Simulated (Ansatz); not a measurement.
# Starting-point dependence of the GW gap of BiOCl (P4/nmm)

Aim: G0W0 for BiOCl (P4/nmm) on several starting functionals, at one mesh, band count and screening cutoff.

Main program and level: Ansatz 0.2.0; G0W0 on several functionals, plane waves, PAW.

## Step 1: Set-up

The structure is tetragonal, space group P4/nmm (No. 129). Conventional cell: a = 3.886 Å, b = 3.886 Å, c = 7.349 Å, α = 90.00°, β = 90.00°, γ = 90.00°. Nearest to Bi lie 4 O at 2.31 Å and 4 Cl at 3.06 Å. Cl has 4 Bi at 3.06 Å nearest. Nearest to O lie 4 Bi at 2.31 Å. Farther neighbours and most contacts between anions are not listed.

Coordinates:

```cif
data_structure
_symmetry_space_group_name_H-M 'P4/nmm:1'
_symmetry_Int_Tables_number 129
_cell_length_a 3.8855
_cell_length_b 3.8855
_cell_length_c 7.3489
_cell_angle_alpha 90.000
_cell_angle_beta 90.000
_cell_angle_gamma 90.000
_cell_volume 110.95
loop_
_atom_site_label
_atom_site_type_symbol
_atom_site_symmetry_multiplicity
_atom_site_Wyckoff_symbol
_atom_site_fract_x
_atom_site_fract_y
_atom_site_fract_z
_atom_site_occupancy
Bi1 Bi 2 c 0.50000 0.00000 0.32904 1
Cl1 Cl 2 c 0.00000 0.50000 0.14720 1
O1 O 2 b 0.00000 0.00000 0.50000 1
```

The cell and positions come from the Crystallography Open Database and are kept as given unless a step says otherwise. Spin-orbit coupling is left out unless a step names it.

## Step 2: G0W0 on r2SCAN

G0W0 replaces the xc potential by the self-energy, built once from these orbitals. Only a window of levels is corrected, while the sums run over the empty bands that the input names. This step takes hard PAW files.

This step: G0W0 on r2SCAN, plane waves, PAW.

Contents of input.yaml:

```yaml
crystal:
  lattice:
    - [3.88551, 0.0, 0.0]
    - [0.0, 3.88551, 0.0]
    - [0.0, 0.0, 7.3489]
  atoms:
    - { symbol: Bi, position: [0.5, 0.0, 0.32904] }
    - { symbol: Bi, position: [0.0, 0.5, 0.67096] }
    - { symbol: Cl, position: [0.0, 0.5, 0.1472] }
    - { symbol: Cl, position: [0.5, 0.0, 0.8528] }
    - { symbol: O, position: [0.0, 0.0, 0.5] }
    - { symbol: O, position: [0.5, 0.5, 0.5] }
kpoints:
  mp_grid: { grid: [6, 6, 4] }
hamiltonian:
  xc: r2scan
  pseudopotentials: { kind: paw, source: ansatz }
scf:
  occupations: { method: fixed }
gw:
  n_empty_bands: 659
  ecut_chi: 190.0
  qp_bands: [v2, c2]
  qp_kpoints: band_edges
  screening: { model: contour_deformation }
```

Launch:

```
> ansatz run input.yaml --threads 4 --pin off --max-ram 138240MiB --backend cuda --events-out ev --progress --plain --runs-dir out --devices 1 --max-vram 26GiB
```

Numbers of over 12 decimals in the logs are rounded to 6 here.

Log:

```text
GPUs: using 1 of 1 available (devices: 1).
Engine: ansatz 0.2.0, x86_64-unknown-linux-gnu
Pseudopotentials: kind: paw
Pseudopotential: Bi, paw, valence charge 23, recommended cutoff 500 eV (normal), Bi.paw.azcp
Pseudopotential: Cl, paw, valence charge 7, recommended cutoff 660 eV (normal), Cl.paw.azcp
Pseudopotential: O, paw, valence charge 6, recommended cutoff 1050 eV (meta_gga), O.paw.azcp
Functional definition: r2SCAN
  parameter k0 = 0.174
  parameter k1 = 0.065
  parameter a1 = 4.9479
  exchange = r2scan_x(k0 = k0, k1 = k1, a1 = a1)
  correlation = r2scan_c
device memory: the entry about to start is reckoned to put 5.6 GiB on a device that reports 50.7 GiB free (of which the cap on the GPU budget leaves the run 26.0 GiB)
GPU FFT provider: cuFFT
GPU libraries: cuBLAS 13.8.2, cuFFT 12.4.0, cuSOLVER 12.3.4
Crystal: 6 atoms, lattice volume = 110.948 Å³
Basis set: ecut = 1050 eV, 8579 PW (Γ), exchange–correlation on 192×192×360 points (64 copies of the dense FFT grid, shifted against one another)
Bands: 44, of which v1, the nominal top of the filled ones, is band 36 counted from 1 (35 counted from 0)
Symmetry: 16 space group operations
Space group: P4/nmm (ITA 129), of the structure as read, at distance tolerance 4.8e-5 Å
k-points: 30 of 144
Non-local potential: Bi, projectors of the file, l = 0: 3, l = 1: 3, l = 2: 3, l = 3: 2
Non-local potential: Cl, projectors of the file, l = 0: 2, l = 1: 2, l = 2: 2, l = 3: 1
Non-local potential: O, projectors of the file, l = 0: 2, l = 1: 2, l = 2: 1
PAW form: soft (Blöchl's): semilocal exchange-correlation on the pseudo side does not see the compensation charge
PAW frozen core: Bi, regenerated for the run's functional (the file was generated under x = pbe(κ = 0.804, μ = 0.219515), c = pbe(β = 0.066725))
PAW frozen core: Cl, regenerated for the run's functional (the file was generated under x = pbe(κ = 0.804, μ = 0.219515), c = pbe(β = 0.066725))
PAW frozen core: O, regenerated for the run's functional (the file was generated under x = pbe(κ = 0.804, μ = 0.219515), c = pbe(β = 0.066725))
PAW one-centre angular grid: Bi, 590 points (default); XC on 241 of its mesh's 495 points in the sphere
PAW one-centre angular grid: Cl, 302 points (default); XC on 160 Gauss nodes
PAW one-centre angular grid: O, 302 points (default); XC on 160 Gauss nodes
Initial density: superposition of atomic densities (chi_scale 0.1, normalization cell, long waves kept (reshape's long-wave potential 0.09 eV rms))
Initial wavefunctions: pseudopotential atomic-orbital guess
GPU buffer pool allocated for 207360 grid points (all kernels)
GPU transforms: local potential and band sums: pruned to the plane-wave sphere, on 45×45×80
Functional: x = r2scan, c = r2scan; τ floored in thin density (d = 2e-4 eV/Å³)
SCF iter   1: F=—  HF=-35479.244805 eV  |F-HF|=—  |Δ(HF+E_count)|=         —  Δρ=6.62e-2  dr2=5.02e0  dr2_τ=7.67e-1  ethr=3.10e-3  ⟨swp⟩=4.7  Hψ=4255  notcnv=0  defer=172
preconditioner: auto → Resta (q_TF=auto, 2.539 Å⁻¹)  ε∞=2.9  [insulator: Δε(μ)=2.280 eV  Ē_g=19.353 eV  n_scr=36 (ndim 8)  ℏωp=26.4 eV  f_vac=0.016  ε∞_Penn≈2.9]
SCF iter   2: F=—  HF=-35478.370476 eV  |F-HF|=—  |Δ(HF+E_count)|=   8.74e-1  Δρ=3.31e-2  dr2=7.00e-1  dr2_τ=3.67e-1  ethr=3.10e-3  ⟨swp⟩=2.9  Hψ=2631  notcnv=0  defer=163
SCF iter   3: F=—  HF=-35478.352112 eV  |F-HF|=—  |Δ(HF+E_count)|=   1.84e-2  Δρ=1.55e-2  dr2=1.91e-1  dr2_τ=6.77e-2  ethr=9.72e-4  ⟨swp⟩=2.7  Hψ=2506  notcnv=0  defer=169
SCF iter   4: F=—  HF=-35478.379487 eV  |F-HF|=—  |Δ(HF+E_count)|=   2.74e-2  Δρ=6.77e-3  dr2=2.10e-2  dr2_τ=1.08e-2  ethr=2.65e-4  ⟨swp⟩=2.1  Hψ=1866  notcnv=0  defer=179
SCF iter   5: F=—  HF=-35478.388766 eV  |F-HF|=—  |Δ(HF+E_count)|=   9.28e-3  Δρ=1.11e-3  dr2=1.57e-3  dr2_τ=6.41e-4  ethr=2.91e-5  ⟨swp⟩=2.8  Hψ=2082  notcnv=0  defer=180
SCF iter   6: F=—  HF=-35478.388840 eV  |F-HF|=—  |Δ(HF+E_count)|=   7.47e-5  Δρ=3.14e-4  dr2=6.06e-5  dr2_τ=1.25e-5  ethr=2.18e-6  ⟨swp⟩=2.0  Hψ=1791  notcnv=0  defer=180
SCF iter   7: F=—  HF=-35478.388892 eV  |F-HF|=—  |Δ(HF+E_count)|=   5.19e-5  Δρ=5.31e-5  dr2=2.14e-6  dr2_τ=8.30e-7  ethr=8.42e-8  ⟨swp⟩=2.0  Hψ=1678  notcnv=0  defer=148
SCF iter   8: F=—  HF=-35478.388893 eV  |F-HF|=—  |Δ(HF+E_count)|=   4.77e-7  Δρ=1.10e-5  dr2=1.38e-7  dr2_τ=2.73e-8  ethr=2.97e-9  ⟨swp⟩=2.0  Hψ=2034  notcnv=0  defer=153
SCF iter   9: F=-35478.388893 eV  HF=-35478.388893 eV  |F-HF|=2.42e-9  |Δ(HF+E_count)|=   6.30e-8  Δρ=2.32e-6  dr2=5.66e-9  dr2_τ=8.05e-10  ethr=1.39e-10  ⟨swp⟩=11.0  Hψ=5116  notcnv=0
SCF 1 converged in 9 iterations: F = -35478.388893 eV  dr2 = 5.66e-9
  greatest PAW one-centre occupation: 1.000 electrons in one spin orbital (limit 2), on the Bi atom at site 1 (counted from 0), in its partial waves of l = 0
device memory: the entry about to start is reckoned to put 4.9 GiB (of the 5.7 GiB reckoned in all, the device holds 0.8 GiB already) on a device that reports 49.9 GiB free (of which the cap on the GPU budget leaves the run 25.2 GiB)
NSCF: frozen V_eff on 30 k-points, pencils in batches of 32, up to order 176
the band table was solved once the SCF had ended and its energy, with any forces and stress, was formed, with the checks that follow a solve (5440 applications of the Hamiltonian). They found nothing against the state; the energy, forces and stress were not computed again (output.eigenvalues in the input reference)
device memory: the entry about to start is reckoned to put 9.6 GiB on a device that reports 50.7 GiB free (of which the cap on the GPU budget leaves the run 26.0 GiB)
NSCF: frozen V_eff on 30 k-points
G₀W₀ screening: q 1/30
[... further progress lines ...]
SCF converged after 9 iterations
Free energy (F): -35478.388893 eV
Harris-Foulkes:  -35478.388893 eV  (|F-HF|=2.42e-9)
Internal energy: -35478.388893 eV  (E = F + TS)
E sigma→0 (E₀):  -35478.388893 eV
Fermi energy:    8.501403 eV
--- Per-component energies (eV) ---
  E_band       = -1778.496608
  E_kinetic    = 2004.914353
  E_local      = -14564.137691  (includes V_loc(G=0)·N_el)
  E_nonlocal   = 3271.412368
  E_hartree    = 5383.660828
  E_xc         = -1887.041186
  E_vxc        = -1154.755940  (∫ρ·V_xc dr)
  E_paw        = -22389.239778  (= ΣΔE_a)
  E_vpaw       = -2172.922649  (= ΣTr[D̂ρ^β])
  E_aug_tail   = -0.000011  (compensation charges beyond the density's cutoff)
  E_vtau       = 69.667267  (kinetic-family band-sum trace: ∫τ·v_τ [+ j·A + Jᵃ·Aᵃ] dr)
  E_ewald      = -7297.494108
  E_core_change = -0.463668  (= ΣΔE_core)
  E_smearing   = -0.000000  (= −TS)
  E_closure    = 0.000000  (closes the sum)
  Σ components = -35478.388893   (vs F -35478.388893, Δ=0.00e0)
--- Band table (eV; the first three rows and the last of 30) ---
  k-point 0: bands = [... 32 lower, 7.3934, 7.3934, 7.5302, 7.7894, 12.1315, 12.7959, 14.4063, 14.4063, ... 4 higher]
  k-point 1: bands = [... 32 lower, 7.5375, 7.5375, 7.7717, 7.9975, 11.8578, 12.4431, 14.4175, 14.4175, ... 4 higher]
  k-point 2: bands = [... 32 lower, 7.6601, 7.6601, 8.1036, 8.1245, 11.5989, 12.0753, 14.4300, 14.4300, ... 4 higher]
  k-point 29: bands = [... 32 lower, 7.0508, 7.0508, 7.8012, 7.8012, 13.5314, 13.5314, 15.1726, 15.1726, ... 4 higher]
--- G₀W₀: contour deformation, 7 samples at zero and on the imaginary axis and 2 off it, 144 q-points, 659 empty bands' worth ---
  eigenvalues of the whole cell's RPA ε∞ on this k-mesh (on a slab, of 1 + 4πα/V) = 4.3634, 5.4666, 5.4666; static W/v taken at q = 0 is 0.192381
  bands read: the sum over 695 bands ends inside a degenerate multiplet in 13 slots, whose members it reads at an even weight; the widest, k=0: bands 695 to 696 (counted from 1) at 1/2 each
  gw.qp_kpoints: band_edges: 30 of 30 stored k-points solved, in 2 passes; an edge of the gap read off the rows below is read off those points alone
    ik  band        ε_KS         Σx   Σc(E_QP)       V_xc       Z   E_QP_lin       E_QP  E_QP is
     0    35      7.5302   -21.3329     3.1107   -17.4615  0.7593     6.7606     6.7695  root
     0    36      7.7894   -22.0492     2.7043   -18.7696  0.7683     7.2100     7.2141  root
     0    37     12.1315   -10.6538    -3.7520   -14.6450  0.8219    12.3710    12.3706  root
     0    38     12.7959   -10.5158    -3.7829   -14.5601  0.8165    13.0578    13.0573  root
     1    35      7.7717   -21.7349     2.9999   -18.0096  0.7620     7.0388     7.0463  root
     1    36      7.9975   -22.2895     2.7630   -18.9317  0.7670     7.3983     7.4028  root
     1    37     11.8578   -10.2251    -3.6541   -14.1054  0.8246    12.0844    12.0841  root
     1    38     12.4431   -10.0214    -3.7840   -14.0141  0.8224    12.6521    12.6517  root
     2    35      8.1036   -21.1763     2.5439   -17.7632  0.7705     7.2239     7.2345  root
     2    36      8.1245   -23.7842     3.2225   -20.1335  0.7587     7.6941     7.6963  root
     2    37     11.5989    -9.7268    -3.5685   -13.5092  0.8272    11.8131    11.8127  root
     2    38     12.0753    -9.3938    -3.8442   -13.3999  0.8287    12.2375    12.2373  root
     3    35      7.8913   -21.7150     2.8202   -18.1526  0.7644     7.1416     7.1493  root
     3    36      7.9943   -22.5152     2.7023   -19.3037  0.7685     7.4819     7.4850  root
     3    37     12.8566   -11.3382    -3.7683   -15.4345  0.8120    13.1855    13.1846  root
     3    38     13.2478   -10.5217    -3.9188   -14.7471  0.8132    13.5552    13.5544  root
     4    35      8.0121   -21.5418     2.6666   -18.0964  0.7683     7.2250     7.2333  root
     4    36      8.1322   -22.9816     2.8867   -19.5981  0.7648     7.6324     7.6354  root
     4    37     12.6223   -11.0684    -3.6640   -15.0536  0.8142    12.9443    12.9435  root
     4    38     12.9655   -10.2675    -3.8819   -14.4127  0.8175    13.2294    13.2288  root
     5    35      8.0192   -21.5031     2.6806   -18.0241  0.7681     7.2119     7.2207  root
     5    36      8.2706   -23.3194     2.8929   -19.9618  0.7645     7.8032     7.8058  root
     5    37     12.3649   -10.7178    -3.5800   -14.6035  0.8171    12.6713    12.6706  root
     5    38     12.7816   -10.1853    -3.8576   -14.2815  0.8195    13.0207    13.0202  root
[...]
28    35      7.8012   -26.2202     4.2673   -21.7183  0.7404     7.5658     7.5666  root
    28    36      7.8012   -26.2202     4.2673   -21.7183  0.7404     7.5658     7.5666  root
    28    37     13.3359   -11.2197    -3.8034   -15.3399  0.8128    13.6536    13.6527  root
    28    38     13.3359   -11.2197    -3.8034   -15.3399  0.8128    13.6536    13.6527  root
    29    35      7.8012   -26.2200     4.2671   -21.7183  0.7404     7.5658     7.5666  root
    29    36      7.8012   -26.2200     4.2671   -21.7183  0.7404     7.5658     7.5666  root
    29    37     13.5314   -11.8335    -3.8235   -15.9875  0.8083    13.8628    13.8619  root
    29    38     13.5314   -11.8335    -3.8235   -15.9875  0.8083    13.8628    13.8619  root
```

It took 4.3 min on 1 × NVIDIA H100 80GB HBM3 (shared by 3 runs) with 4 threads of AMD EPYC 7R13 (Zen 3), shared host; peak memory 7.4 GiB.

The column dr2 measures how far the density is from self-consistency, as an energy; F and HF (Harris–Foulkes) agree once it is small.

This step gave:

* bands summed: 695
* RPA ε∞ on this mesh (eigenvalues): 4.363, 5.467, 5.467
* plane waves in the screening matrix: 669
* q-points in the mesh: 144
* G0W0 gap on the mesh: 3.861 eV
* k of the valence top: 0, 0.3333, -0.5
* k of the conduction bottom: 0, 0, -0.5
* starting gap on the mesh: 3.098 eV
* Z at the valence top: 0.7741
* Z at the conduction bottom: 0.8272
* least direct G0W0 gap on the computed points: 4.116 eV

The gap on the mesh goes from 3.10 eV to 3.86 eV, a correction of +0.76 eV. Between the two edge states, bare exchange in place of the xc potential would open the gap by 6.71 eV, and correlation takes back 5.95 eV.

(Continued in part 2 of 2.)

[Paths, hosts, dates, memory and timing lines, banners, echoed tables and standing remarks are left out of the program output.]

[Logs are printed without paths, hosts, clocks, repeated set-up lines and the standing remarks that a program may print on its own settings, such as how far it seeks lower states.]

[Runs of the session that timed out or met a known fault of the program may be left out.]

[Cells called generated may have been cut or substituted from an entry of the Crystallography Open Database or the Materials Project.]

[Hosts, paths, dates, database ids (printed as entryN), source tags and the programs' standing remarks are cut or masked in the printed files.]
